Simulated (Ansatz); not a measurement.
# A hypothetical structure for ZrVCu4

This structure for ZrVCu4 is made up. Its elements were placed in a known structure type with a cell scaled to their sizes. What cell does the guess relax to, and how far off was it?

Program: Ansatz 0.2.0. Level of theory: DFT, PBEsol, plane-wave PAW, files of the set soft_1, scalar-relativistic, ferromagnetic start, cell and ions relaxed at zero pressure; PAW set soft_1, in the first sound run; inputs show where later runs differ. Results are calculated unless marked as measured.

## 1. Starting point

It takes space group F-43m (No. 216, cubic). The conventional cell has a = 6.818 Å, b = 6.818 Å, c = 6.818 Å, α = 90.00°, β = 90.00°, γ = 90.00°. Nearest to Zr lie 12 Cu at 2.83 Å and 4 V at 2.95 Å. Nearest to Cu lie 6 Cu at 2.41 Å and 3 V at 2.83 Å and 3 Zr at 2.83 Å. Nearest to V lie 12 Cu at 2.83 Å and 4 Zr at 2.95 Å. Farther neighbours are not listed.

## 2. Relaxation of the guess

The guessed cell has no reason to be at equilibrium. It is relaxed with the atoms, within the space group of the guess.

File input.yaml:

```yaml
crystal:
  lattice:
    - [0.0, 3.409, 3.409]
    - [3.409, 0.0, 3.409]
    - [3.409, 3.409, 0.0]
  atoms:
    - { symbol: Zr, position: [0.5, 0.5, 0.5] }
    - { symbol: Cu, position: [0.8751, 0.3747, 0.8751], spin: 0.6 }
    - { symbol: Cu, position: [0.8751, 0.8751, 0.8751], spin: 0.6 }
    - { symbol: Cu, position: [0.8751, 0.8751, 0.3747], spin: 0.6 }
    - { symbol: Cu, position: [0.3747, 0.8751, 0.8751], spin: 0.6 }
    - { symbol: V, position: [0.25, 0.25, 0.25], spin: 2.0 }
magnetization:
  spin_polarized: true
kpoints:
  mp_grid: { grid: [7, 7, 7] }
scf:
  occupations: { method: fermi_dirac, width: 0.05 }
hamiltonian:
  xc: pbesol
  pseudopotentials: { kind: paw, azcp: { folder: soft_1 }, xc_functional: pbe }
relax:
  f_tol: 0.015
  max_steps: 70
  cell: {}
output:
  forces: true
  stress: true
```

Run with:

```
> ansatz run input.yaml --threads 4 --pin off --max-ram 10240MiB --backend cpu --events-out ev --progress --plain --runs-dir out
```

Numbers of over 12 decimals in the logs are rounded to 6 here.

What it wrote:

```text
Engine: ansatz 0.2.0, x86_64-unknown-linux-gnu
Pseudopotentials: kind: paw
Pseudopotential: Zr, paw, valence charge 12, recommended cutoff 420 eV (normal), soft_1/Zr.paw.azcp
Pseudopotential: Cu, paw, valence charge 19, recommended cutoff 420 eV (normal), soft_1/Cu.paw.azcp
Pseudopotential: V, paw, valence charge 13, recommended cutoff 420 eV (normal), soft_1/V.paw.azcp
Functional definition: PBEsol
  exchange = pbesol_x
  correlation = pbesol_c
Crystal: 6 atoms, lattice volume = 79.234 Å³
Basis set: ecut = 420 eV, 1471 PW (Γ), exchange–correlation on 72×72×72 points (8 copies of the dense FFT grid, shifted against one another)
Bands: 64, of which v1, the nominal top of the filled ones, is band 51 counted from 1 (50 counted from 0)
Symmetry: 24 space group operations
Space group: F-43m (ITA 216), of the structure as read, at distance tolerance 4.3e-5 Å
Magnetic group: BNS 216.74 (UNI 1576), of the structure as read, at distance tolerance 4.3e-5 Å
k-points: 20 of 343 (time reversal used)
Non-local potential: Zr, projectors of the file, l = 0: 3, l = 1: 2, l = 2: 2, l = 3: 1
Non-local potential: Cu, projectors of the file, l = 0: 3, l = 1: 2, l = 2: 3, l = 3: 1
Non-local potential: V, projectors of the file, l = 0: 3, l = 1: 2, l = 2: 3, l = 3: 1
PAW form: soft (Blöchl's): semilocal exchange-correlation on the pseudo side does not see the compensation charge
PAW frozen core: Zr, regenerated for the run's functional, and the local potential with it (the file was generated under x = pbe(κ = 0.804, μ = 0.219515), c = pbe(β = 0.066725))
PAW frozen core: Cu, regenerated for the run's functional, and the local potential with it (the file was generated under x = pbe(κ = 0.804, μ = 0.219515), c = pbe(β = 0.066725))
PAW frozen core: V, regenerated for the run's functional, and the local potential with it (the file was generated under x = pbe(κ = 0.804, μ = 0.219515), c = pbe(β = 0.066725))
PAW one-centre angular grid: Zr, 590 points (default); XC on 64 Gauss nodes
PAW one-centre angular grid: Cu, 590 points (default); XC on 64 Gauss nodes
PAW one-centre angular grid: V, 590 points (default); XC on 64 Gauss nodes
Initial density: superposition of atomic densities (chi_scale 0.1, normalization cell, long waves kept (reshape's long-wave potential 0.00 eV rms))
Starting moments: Σ|m| = 4.4 μB on 5 of 6 sites
Initial wavefunctions: pseudopotential atomic-orbital guess
Functional: x = pbesol(κ = 0.804, μ = 0.123457), c = pbesol(β = 0.046)
SCF iter   1: F=—  HF=-33387.953613 eV  |F-HF|=—  |Δ(HF+E_count)|=         —  Δρ=3.07e-1 (↑3.07e-1 ↓2.89e-1)  dr2=2.29e2  dr2_m=4.92e-1  M=1.402 μB ∫|m|=2.131 μB  β_m=0.30  ethr=3.10e-3  ⟨swp⟩=5.5  Hψ=7709  notcnv=0  defer=20
Mixer restart at iter 1: flushing history
preconditioner: auto → Kerker (q_TF=auto, 2.841 Å⁻¹)  [metal: Δε(μ)=0.046 eV  Ē_g=9.045 eV  σ=0.050 eV  W_gap=0.22  n_scr=26 (ndim 8)  ℏωp=32.0 eV  f_vac=0.000  D(μ)=6.36/eV (n_scr^D=64)]
spin=Collinear: Kerker preconditioning applied to the charge; magnetization (m = ρ↑ − ρ↓) channel mixes plain (no charge-response kernel on spin).
SCF iter   2: F=—  HF=-33374.707198 eV  |F-HF|=—  |Δ(HF+E_count)|=    1.32e1  Δρ=8.60e-2 (↑8.60e-2 ↓8.53e-2)  dr2=1.00e1  dr2_m=1.08e-1  M=3.137 μB ∫|m|=3.137 μB  β_m=0.27  ethr=3.10e-3  ⟨swp⟩=4.0  Hψ=7124  notcnv=0  defer=137
SCF iter   3: F=—  HF=-33369.461921 eV  |F-HF|=—  |Δ(HF+E_count)|=    5.25e0  Δρ=2.94e-2 (↑1.99e-2 ↓2.94e-2)  dr2=1.66e0  dr2_m=1.31e-1  M=3.296 μB ∫|m|=3.296 μB  β_m=0.37  ethr=3.10e-3  ⟨swp⟩=2.0  Hψ=5328  notcnv=0  defer=192
SCF iter   4: F=—  HF=-33368.826198 eV  |F-HF|=—  |Δ(HF+E_count)|=   6.36e-1  Δρ=2.20e-2 (↑1.53e-2 ↓2.20e-2)  dr2=1.11e0  dr2_m=6.58e-2  M=3.441 μB ∫|m|=3.441 μB  β_m=0.55  ethr=1.64e-3  ⟨swp⟩=2.0  Hψ=4299  notcnv=0  defer=192
SCF iter   5: F=—  HF=-33368.943171 eV  |F-HF|=—  |Δ(HF+E_count)|=   1.17e-1  Δρ=1.47e-2 (↑1.47e-2 ↓1.43e-2)  dr2=2.66e-1  dr2_m=1.62e-2  M=3.525 μB ∫|m|=3.552 μB  β_m=0.78  ethr=1.10e-3  ⟨swp⟩=2.0  Hψ=3953  notcnv=0  defer=192
SCF iter   6: F=—  HF=-33369.071204 eV  |F-HF|=—  |Δ(HF+E_count)|=         —  Δρ=1.76e-2 (↑1.76e-2 ↓8.13e-3)  dr2=1.62e-1  dr2_m=8.35e-2  M=3.801 μB ∫|m|=3.845 μB  β_m=0.78  ethr=2.64e-4  ⟨swp⟩=2.0  Hψ=4605  notcnv=0  defer=195
Mixer restart at iter 6: flushing history
SCF iter   7: F=—  HF=-33369.069178 eV  |F-HF|=—  |Δ(HF+E_count)|=   2.03e-3  Δρ=6.61e-3 (↑3.71e-3 ↓6.61e-3)  dr2=3.53e-2  dr2_m=5.86e-3  M=3.781 μB ∫|m|=3.835 μB  β_m=0.73  ethr=1.60e-4  ⟨swp⟩=2.2  Hψ=4277  notcnv=0  defer=195
SCF iter   8: F=—  HF=-33369.073786 eV  |F-HF|=—  |Δ(HF+E_count)|=   4.61e-3  Δρ=8.78e-3 (↑8.16e-3 ↓8.78e-3)  dr2=1.43e-1  dr2_m=2.25e-4  M=3.792 μB ∫|m|=3.851 μB  β_m=0.58  ethr=3.50e-5  ⟨swp⟩=2.0  Hψ=5095  notcnv=0  defer=195
SCF iter   9: F=—  HF=-33369.050405 eV  |F-HF|=—  |Δ(HF+E_count)|=   2.34e-2  Δρ=1.61e-3 (↑1.61e-3 ↓7.39e-4)  dr2=2.42e-3  dr2_m=6.41e-4  M=3.818 μB ∫|m|=3.879 μB  β_m=0.60  ethr=3.50e-5  ⟨swp⟩=2.0  Hψ=4679  notcnv=0  defer=195
SCF iter  10: F=—  HF=-33369.050015 eV  |F-HF|=—  |Δ(HF+E_count)|=   3.89e-4  Δρ=6.91e-4 (↑3.81e-4 ↓6.91e-4)  dr2=2.48e-4  dr2_m=1.28e-4  M=3.822 μB ∫|m|=3.885 μB  β_m=0.80  ethr=2.39e-6  ⟨swp⟩=2.3  Hψ=3554  notcnv=0  defer=195
SCF iter  11: F=—  HF=-33369.050568 eV  |F-HF|=—  |Δ(HF+E_count)|=   5.53e-4  Δρ=4.97e-4 (↑2.04e-4 ↓4.97e-4)  dr2=1.71e-4  dr2_m=3.59e-5  M=3.828 μB ∫|m|=3.892 μB  β_m=0.90  ethr=2.45e-7  ⟨swp⟩=2.0  Hψ=3961  notcnv=0  defer=195
SCF iter  12: F=—  HF=-33369.050570 eV  |F-HF|=—  |Δ(HF+E_count)|=   1.40e-6  Δρ=1.57e-4 (↑6.98e-5 ↓1.57e-4)  dr2=1.78e-5  dr2_m=4.25e-6  M=3.829 μB ∫|m|=3.894 μB  β_m=0.95  ethr=1.69e-7  ⟨swp⟩=2.0  Hψ=3312  notcnv=0  defer=195
SCF iter  13: F=—  HF=-33369.050568 eV  |F-HF|=—  |Δ(HF+E_count)|=   1.75e-6  Δρ=4.66e-5 (↑3.48e-5 ↓4.66e-5)  dr2=2.92e-6  dr2_m=3.06e-7  M=3.830 μB ∫|m|=3.895 μB  β_m=0.98  ethr=1.76e-8  ⟨swp⟩=2.0  Hψ=3484  notcnv=0  defer=195
SCF iter  14: F=—  HF=-33369.050568 eV  |F-HF|=—  |Δ(HF+E_count)|=   4.04e-8  Δρ=1.14e-5 (↑1.14e-5 ↓1.07e-5)  dr2=3.16e-7  dr2_m=1.98e-8  M=3.830 μB ∫|m|=3.895 μB  β_m=0.99  ethr=2.89e-9  ⟨swp⟩=1.7  Hψ=2655  notcnv=0  defer=195
SCF iter  15: F=—  HF=-33369.050568 eV  |F-HF|=—  |Δ(HF+E_count)|=   3.10e-8  Δρ=6.07e-6 (↑6.07e-6 ↓1.07e-6)  dr2=3.61e-8  dr2_m=7.66e-9  M=3.830 μB ∫|m|=3.895 μB  β_m=0.99  ethr=3.13e-10  ⟨swp⟩=1.9  Hψ=2736  notcnv=0  defer=195
SCF iter  16: F=-33369.050568 eV  HF=-33369.050568 eV  |F-HF|=2.13e-8  |Δ(HF+E_count)|=   2.86e-9  Δρ=3.76e-6 (↑3.76e-6 ↓6.93e-7)  dr2=2.26e-8  dr2_m=1.96e-9  M=3.830 μB ∫|m|=3.895 μB  ethr=3.57e-11  ⟨swp⟩=2.0  Hψ=6382  notcnv=0
[...]
SCF iter  10: F=-33369.090891 eV  HF=-33369.090892 eV  |F-HF|=4.92e-7  |Δ(HF+E_count)|=   4.75e-8  Δρ=1.64e-5 (↑1.64e-5 ↓4.42e-6)  dr2=5.24e-7  dr2_m=3.71e-8  M=3.923 μB ∫|m|=3.987 μB  ethr=3.73e-11  ⟨swp⟩=1.0  Hψ=6397  notcnv=0
SCF 3 converged in 10 iterations: F = -33369.090891 eV  dr2 = 5.24e-7
relax step   3: F+E_penalty+E_count = -33369.09089129 eV  Δ(F+E_penalty+E_count) = -1.754e-3 eV  max|allowed force component| = 2.303e-2 eV/Å  Δτ_max = 0.0020 Å  P = +0.027 GPa  Ω = 81.776 Å³  energy of the carried Pulay correction = -1.307e-3 eV  (10 SCF iters, dr2 threshold 6.00e-7 eV, accepted)
[...]
relax step   4: F+E_penalty+E_count = -33369.09100070 eV  Δ(F+E_penalty+E_count) = -1.094e-4 eV  max|allowed force component| = 6.595e-3 eV/Å  Δτ_max = 0.0020 Å  P = +0.013 GPa  Ω = 81.784 Å³  energy of the carried Pulay correction = -1.312e-3 eV  (10 SCF iters, dr2 threshold 3.31e-8 eV, accepted)
Initial wavefunctions: pseudopotential atomic-orbital guess (no wavefunctions were taken with the density)
iter 1 solved again at ethr=7.26e-8 eV; its pass at ethr=3.10e-3 eV (dr2=7.33e-5 eV) is discarded
SCF iter   1: F=—  HF=-33369.090872 eV  |F-HF|=—  |Δ(HF+E_count)|=         —  Δρ=9.34e-4 (↑9.34e-4 ↓9.04e-4)  dr2=5.76e-5  dr2_m=1.70e-6  M=3.927 μB ∫|m|=3.990 μB  β_m=0.65  ethr=7.26e-8  ⟨swp⟩=3.0  Hψ=14314  notcnv=0
preconditioner: auto → Kerker (q_TF=auto, 2.548 Å⁻¹)  [metal: Δε(μ)=0.003 eV  Ē_g=9.840 eV  σ=0.050 eV  W_gap=0.01  n_scr=14 (ndim 8)  ℏωp=31.5 eV  f_vac=0.000  D(μ)=5.00/eV (n_scr^D=58)]
spin=Collinear: Kerker preconditioning applied to the charge; magnetization (m = ρ↑ − ρ↓) channel mixes plain (no charge-response kernel on spin).
SCF iter   2: F=—  HF=-33369.092111 eV  |F-HF|=—  |Δ(HF+E_count)|=   1.24e-3  Δρ=3.36e-4 (↑3.36e-4 ↓3.26e-4)  dr2=7.97e-6  dr2_m=1.93e-7  M=3.926 μB ∫|m|=3.989 μB  β_m=0.65  ethr=5.70e-8  ⟨swp⟩=1.0  Hψ=2560  notcnv=0
SCF iter   3: F=—  HF=-33369.092284 eV  |F-HF|=—  |Δ(HF+E_count)|=   1.74e-4  Δρ=4.19e-5 (↑3.09e-5 ↓4.19e-5)  dr2=2.06e-6  dr2_m=5.30e-8  M=3.925 μB ∫|m|=3.989 μB  β_m=0.49  ethr=7.89e-9  ⟨swp⟩=2.0  Hψ=3319  notcnv=0
SCF iter   4: F=—  HF=-33369.092284 eV  |F-HF|=—  |Δ(HF+E_count)|=   3.80e-7  Δρ=8.47e-6 (↑8.47e-6 ↓7.25e-6)  dr2=7.62e-8  dr2_m=1.87e-8  M=3.925 μB ∫|m|=3.989 μB  β_m=0.58  ethr=2.04e-9  ⟨swp⟩=2.0  Hψ=3596  notcnv=0
SCF iter   5: F=—  HF=-33369.092284 eV  |F-HF|=—  |Δ(HF+E_count)|=   4.14e-8  Δρ=3.85e-6 (↑3.85e-6 ↓2.65e-6)  dr2=9.54e-9  dr2_m=5.64e-9  M=3.925 μB ∫|m|=3.989 μB  β_m=0.79  ethr=7.54e-11  ⟨swp⟩=2.0  Hψ=3580  notcnv=0
SCF iter   6: F=—  HF=-33369.092284 eV  |F-HF|=—  |Δ(HF+E_count)|=   1.37e-8  Δρ=1.86e-6 (↑1.86e-6 ↓1.70e-6)  dr2=8.20e-9  dr2_m=5.51e-10  M=3.925 μB ∫|m|=3.989 μB  β_m=0.89  ethr=9.44e-12  ⟨swp⟩=2.0  Hψ=3936  notcnv=0
SCF iter   7: F=—  HF=-33369.092284 eV  |F-HF|=—  |Δ(HF+E_count)|=  5.02e-10  Δρ=5.11e-7 (↑5.11e-7 ↓4.64e-7)  dr2=9.48e-10  dr2_m=4.48e-11  M=3.925 μB ∫|m|=3.989 μB  β_m=0.95  ethr=8.11e-12  ⟨swp⟩=2.0  Hψ=3964  notcnv=0
SCF iter   8: F=—  HF=-33369.092275 eV  |F-HF|=—  |Δ(HF+E_count)|=   9.16e-6  Δρ=4.71e-7 (↑3.55e-7 ↓4.71e-7)  dr2=1.53e-10  dr2_m=7.12e-11  M=3.925 μB ∫|m|=3.989 μB  β_m=0.88  ethr=1.00e-12  ⟨swp⟩=2.0  Hψ=3983  notcnv=0
SCF iter   9: F=—  HF=-33369.092275 eV  |F-HF|=—  |Δ(HF+E_count)|=  1.67e-10  Δρ=2.25e-7 (↑2.25e-7 ↓1.11e-7)  dr2=4.30e-11  dr2_m=1.52e-11  M=3.925 μB ∫|m|=3.989 μB  β_m=0.94  ethr=1.00e-12  ⟨swp⟩=1.1  Hψ=2565  notcnv=0
SCF iter  10: F=—  HF=-33369.092275 eV  |F-HF|=—  |Δ(HF+E_count)|=  5.82e-11  Δρ=5.18e-8 (↑5.18e-8 ↓4.21e-8)  dr2=9.93e-12  dr2_m=2.30e-13  M=3.925 μB ∫|m|=3.989 μB  β_m=0.97  ethr=1.00e-12  ⟨swp⟩=1.1  Hψ=2568  notcnv=0
SCF iter  11: F=—  HF=-33369.092275 eV  |F-HF|=—  |Δ(HF+E_count)|=    0.00e0  Δρ=5.05e-8 (↑5.05e-8 ↓3.35e-8)  dr2=4.17e-12  dr2_m=4.06e-13  M=3.925 μB ∫|m|=3.989 μB  β_m=0.99  ethr=1.00e-12  ⟨swp⟩=1.0  Hψ=2560  notcnv=0
SCF iter  12: F=—  HF=-33369.092275 eV  |F-HF|=—  |Δ(HF+E_count)|=  7.28e-12  Δρ=1.71e-7 (↑1.71e-7 ↓3.48e-8)  dr2=6.04e-11  dr2_m=4.08e-12  M=3.925 μB ∫|m|=3.989 μB  β_m=0.94  ethr=1.00e-12  ⟨swp⟩=1.0  Hψ=2560  notcnv=0
SCF iter  13: F=-33369.092275 eV  HF=-33369.092275 eV  |F-HF|=0.00e0  |Δ(HF+E_count)|=  7.28e-12  Δρ=4.13e-8 (↑4.13e-8 ↓1.31e-8)  dr2=4.25e-12  dr2_m=2.26e-13  M=3.925 μB ∫|m|=3.989 μB  ethr=1.00e-12  ⟨swp⟩=1.3  Hψ=5307  notcnv=0
SCF 5 converged in 13 iterations: F = -33369.092275 eV  dr2 = 4.25e-12
relax step   5: F+E_penalty+E_count = -33369.09227497 eV  Δ(F+E_penalty+E_count) = -1.274e-3 eV  max|allowed force component| = 6.546e-3 eV/Å  Δτ_max = 0.0000 Å  P = +0.016 GPa  Ω = 81.784 Å³  stress off target by 1.60e-2 GPa  SCF on the basis re-selected at this cell (its energy is not comparable with the rows above)  (13 SCF iters)
basis re-selected at this cell: Δ(F+E_penalty+E_count) = -1.274e-3 eV, ΔP = +0.003 GPa vs the last step (what re-selecting the basis moved, of the pressure what is left beyond the Pulay correction that the steps carried, after the strain that the cell walked since its last selection, with what the two solves' SCF thresholds leave and, on support functions, any second-order correction that the steps lacked; it is no m [...]
SCF converged after 13 iterations
Magnetization: 3.9250 μB (52.4625 up, 48.5375 down)
Absolute magnetization: 3.9888 μB (∫|ρ↑−ρ↓|, with the PAW one-centre terms)
Spin contamination: 0.0870 ħ² per cell (⟨S²⟩ above its minimum at these occupations)
Per-site moments (μB) at R_I (Å): [(0.380373, 1.178908), (0.117239, 0.999687), (0.117239, 0.999687), (0.117239, 0.999687), (0.117239, 0.999687), (2.364722, 1.177797)]
Free energy (F): -33369.092275 eV
Harris-Foulkes:  -33369.092275 eV  (|F-HF|=0.00e0)
Internal energy: -33369.051256 eV  (E = F + TS)
E sigma→0 (E₀):  -33369.071765 eV
Entropy (-TS):   -0.041019 eV (-6.836 meV/atom)
Fermi energy:    16.164048 eV
--- Per-component energies (eV) ---
  E_band       = -1720.731173
  E_kinetic    = 1665.786673
  E_local      = -21755.898397  (includes V_loc(G=0)·N_el)
  E_nonlocal   = 3704.726646
  E_hartree    = 9297.722614
  E_xc         = -546.218113
  E_vxc        = -688.275749  (∫ρ·V_xc dr)
  E_paw        = -11110.577546  (= ΣΔE_a)
  E_vpaw       = -3242.520618  (= ΣTr[D̂ρ^β])
  E_aug_tail   = 0.004943  (compensation charges beyond the density's cutoff)
  E_ewald      = -14625.738286
  E_core_change = 1.140211  (= ΣΔE_core)
  E_smearing   = -0.041019  (= −TS)
  E_closure    = 0.000000  (closes the sum)
  Σ components = -33369.092275   (vs F -33369.092275, Δ=0.00e0)
--- Forces (eV/Å), atoms counted from 1 ---
  atom   1  Zr     0.00000000    -0.00000000    -0.00000000
  atom   2  Cu     0.00654630    -0.00654630     0.00654630
  atom   3  Cu    -0.00654630    -0.00654630    -0.00654630
  atom   4  Cu     0.00654630     0.00654630    -0.00654630
  atom   5  Cu    -0.00654630     0.00654630     0.00654630
  atom   6  V     -0.00000000     0.00000000     0.00000000
  max |Σ_I F_I| component: 2.20e-17 eV/Å
--- Stress (GPa, compression-positive) ---
        0.015971      -0.000000      -0.000000
       -0.000000       0.015971      -0.000000
       -0.000000      -0.000000       0.015971
  P = ⅓ Tr σ = 0.0160 GPa (0.160 kbar)
--- Relaxed structure (4 steps of the walk, 4 accepted, 1 SCFs on fresh bases) ---
  F+E_penalty+E_count = -33369.09227497 eV   max|allowed force component| = 6.546e-3 eV/Å   (the final SCF, on the basis selected at the relaxed cell)
  cell:  # Å, volume = 81.7844 Å³
    - [0, 3.445192, 3.445192]
    - [3.445192, 0, 3.445192]
    - [3.445192, 3.445192, 0]
  atoms:
    - { symbol: Zr, position: [0.500000, 0.500000, 0.500000] }
    - { symbol: Cu, position: [0.875648, 0.373055, 0.875648] }
    - { symbol: Cu, position: [0.875648, 0.875648, 0.875648] }
    - { symbol: Cu, position: [0.875648, 0.875648, 0.373055] }
    - { symbol: Cu, position: [0.373055, 0.875648, 0.875648] }
    - { symbol: V, position: [0.250000, 0.250000, 0.250000] }
```

Elapsed: 29 s, on 4 threads of AMD EPYC 7B13 (Zen 3), shared host; peak memory 0.59 GiB.

The steps of the relaxation:

| step | energy less that of the first step (eV) | largest force component (eV/Å) | pressure (GPa) | volume (Å³) |
| --- | --- | --- | --- | --- |
| 1 | 0.0000 | 0.1011 | 5.13 | 79.23 |
| 2 | -0.0386 | 0.0535 | 0.95 | 81.29 |
| 3 | -0.0403 | 0.0230 | 0.03 | 81.78 |
| 4 | -0.0404 | 0.0066 | 0.01 | 81.78 |
| 5* | -0.0417 | 0.0065 | 0.02 | 81.78 |

Relaxation steps marked * repeat the geometry before them on a plane-wave basis chosen anew for their cell, so energy and pressure can jump there.

The run keeps the 24 symmetry operations that it works with, so distortions that break them were not tested.

| conventional cell, symmetrised | before | after | change |
| --- | --- | --- | --- |
| a (Å) | 6.818 | 6.890 | +1.1 % |
| b (Å) | 6.818 | 6.890 | +1.1 % |
| c (Å) | 6.818 | 6.890 | +1.1 % |
| volume (Å³/atom) | 13.21 | 13.63 | +3.2 % |

Final coordinates:

```cif
data_structure
_symmetry_space_group_name_H-M 'P 1'
_symmetry_Int_Tables_number 1
_cell_length_a 4.8722
_cell_length_b 4.8722
_cell_length_c 4.8722
_cell_angle_alpha 60.000
_cell_angle_beta 60.000
_cell_angle_gamma 60.000
_cell_volume 81.78
loop_
_atom_site_label
_atom_site_type_symbol
_atom_site_fract_x
_atom_site_fract_y
_atom_site_fract_z
_atom_site_occupancy
Zr1 Zr 0.50000 0.50000 0.50000 1
Cu2 Cu 0.87565 0.37306 0.87565 1
Cu3 Cu 0.87565 0.87565 0.87565 1
Cu4 Cu 0.87565 0.87565 0.37306 1
Cu5 Cu 0.37306 0.87565 0.87565 1
V6 V 0.25000 0.25000 0.25000 1
```

Numbers from this step:

```
free energy             : -33369.0923 eV
energy at zero smearing : -33369.0718 eV
smearing term TS        : 0.04102 eV
Fermi energy            : 16.16 eV
magnetization           : 3.925 μB
absolute magnetization  : 3.989 μB
site moments            : 0.3804, 0.1172, 0.1172, 0.1172, 0.1172, 2.365 μB
electrons               : 101
symmetry operations     : 24
pressure                : 0.01597 GPa
```

Site moment by atom:

| atom | site moment (μB) |
| --- | --- |
| Zr1 | 0.38 |
| Cu2 | 0.12 |
| Cu3 | 0.12 |
| Cu4 | 0.12 |
| Cu5 | 0.12 |
| V6 | 2.36 |

Shortest distances by pair of elements, guess and relaxed (not always the same contact):

| pair | guess (Å) | relaxed (Å) |
| --- | --- | --- |
| Cu–Cu | 2.409 | 2.423 |
| Cu–V | 2.826 | 2.855 |
| Cu–Zr | 2.827 | 2.858 |
| V–Zr | 2.952 | 2.984 |
| Zr–Zr | 4.821 | 4.872 |

The relaxation ends with a largest force component of 0.0065 eV/Å and a pressure of 0.02 GPa.

(Continued in part 2 of 2.)

[Logs are printed without paths, hosts, clocks, repeated set-up lines and the standing remarks that a program may print on its own settings, such as how far it seeks lower states.]

[Hosts, paths, dates, database ids (printed as entryN), source tags and the programs' standing remarks are cut or masked in the printed files.]
